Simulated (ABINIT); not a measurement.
An input for ABINIT 10.8.3 (KMgH3 (Pm-3m)):

```
acell 3*1.0 Angstrom
rprim 
  4.025000000000 0.000000000000 0.000000000000
  0.000000000000 4.025000000000 0.000000000000
  0.000000000000 0.000000000000 4.025000000000
ntypat 3
znucl 19 12 1
natom 5
typat 1 2 3 3 3
xred 
  0.000000000000 0.000000000000 0.000000000000
  0.500000000000 0.500000000000 0.500000000000
  0.000000000000 0.500000000000 0.500000000000
  0.500000000000 0.000000000000 0.500000000000
  0.500000000000 0.500000000000 0.000000000000
pp_dirpath "pseudos"
pseudos "K.upf, Mg.upf, H.upf"
ecut 38
iscf -2
irdden 1
kptopt 0
nkpt 50
kpt 
  0.00000000 0.00000000 0.00000000
  0.00000000 0.06250000 0.00000000
  0.00000000 0.12500000 0.00000000
  0.00000000 0.18750000 0.00000000
  0.00000000 0.25000000 0.00000000
  0.00000000 0.31250000 0.00000000
  0.00000000 0.37500000 0.00000000
  0.00000000 0.43750000 0.00000000
  0.00000000 0.50000000 0.00000000
  0.06250000 0.50000000 0.00000000
  0.12500000 0.50000000 0.00000000
  0.18750000 0.50000000 0.00000000
  0.25000000 0.50000000 0.00000000
  0.31250000 0.50000000 0.00000000
  0.37500000 0.50000000 0.00000000
  0.43750000 0.50000000 0.00000000
  0.50000000 0.50000000 0.00000000
  0.43750000 0.43750000 0.00000000
  0.37500000 0.37500000 0.00000000
  0.31250000 0.31250000 0.00000000
  0.25000000 0.25000000 0.00000000
  0.18750000 0.18750000 0.00000000
  0.12500000 0.12500000 0.00000000
  0.06250000 0.06250000 0.00000000
  0.00000000 0.00000000 0.00000000
  0.06250000 0.06250000 0.06250000
  0.12500000 0.12500000 0.12500000
  0.18750000 0.18750000 0.18750000
  0.25000000 0.25000000 0.25000000
  0.31250000 0.31250000 0.31250000
  0.37500000 0.37500000 0.37500000
  0.43750000 0.43750000 0.43750000
  0.50000000 0.50000000 0.50000000
  0.43750000 0.50000000 0.43750000
  0.37500000 0.50000000 0.37500000
  0.31250000 0.50000000 0.31250000
  0.25000000 0.50000000 0.25000000
  0.18750000 0.50000000 0.18750000
  0.12500000 0.50000000 0.12500000
  0.06250000 0.50000000 0.06250000
  0.00000000 0.50000000 0.00000000
  0.50000000 0.50000000 0.50000000
  0.50000000 0.50000000 0.43750000
  0.50000000 0.50000000 0.37500000
  0.50000000 0.50000000 0.31250000
  0.50000000 0.50000000 0.25000000
  0.50000000 0.50000000 0.18750000
  0.50000000 0.50000000 0.12500000
  0.50000000 0.50000000 0.06250000
  0.50000000 0.50000000 0.00000000
istwfk *1
nband 18
nbdbuf 2
tolwfr 1e-08
nstep 40
prtwf 0
prtvol 0
indata_prefix "in"
outdata_prefix "out"
tmpdata_prefix "tmp"
```

```sh
OMP_NUM_THREADS=1 mpirun -n 4 abinit run.abi > log
```

Q: How long will it take on 4 MPI ranks of Arm Neoverse V1, shared host, and how much memory?

It took 31 s; on shared hardware allow 15 s to 61 s. Peak host memory was 0.33 GiB.

[Long decimals in the printed logs are rounded to 6 places.]

[Logs are printed without paths, hosts, clocks, repeated set-up lines and the standing remarks that a program may print on its own settings, such as how far it seeks lower states.]

[Paths, hosts, dates, memory and timing lines, banners, echoed tables and standing remarks are left out of the program output; an Ansatz launch command may be rebuilt from the run's recorded settings. Measured values are a selection of at most five: reports struck by readers or far from the other reports are left out. None is set beside runs whose start may be inverted or whose files or cutoffs have a known fault.]

[Runs of the session that timed out or met a known fault of the program may be left out.]

[Hosts, paths, dates, database ids (printed as entryN), source tags and the programs' standing remarks are cut or masked in the printed files.]

[G0W0 gaps are taken among the corrected bands and points alone; a level outside them can change the order at an edge.]

[Where Ansatz stands beside ABINIT at settings called matched, ABINIT's density can come from a denser mesh and the files from another edition; pairs whose starting gaps differed by over 0.03 eV were left out, so agreement reads better than it is.]
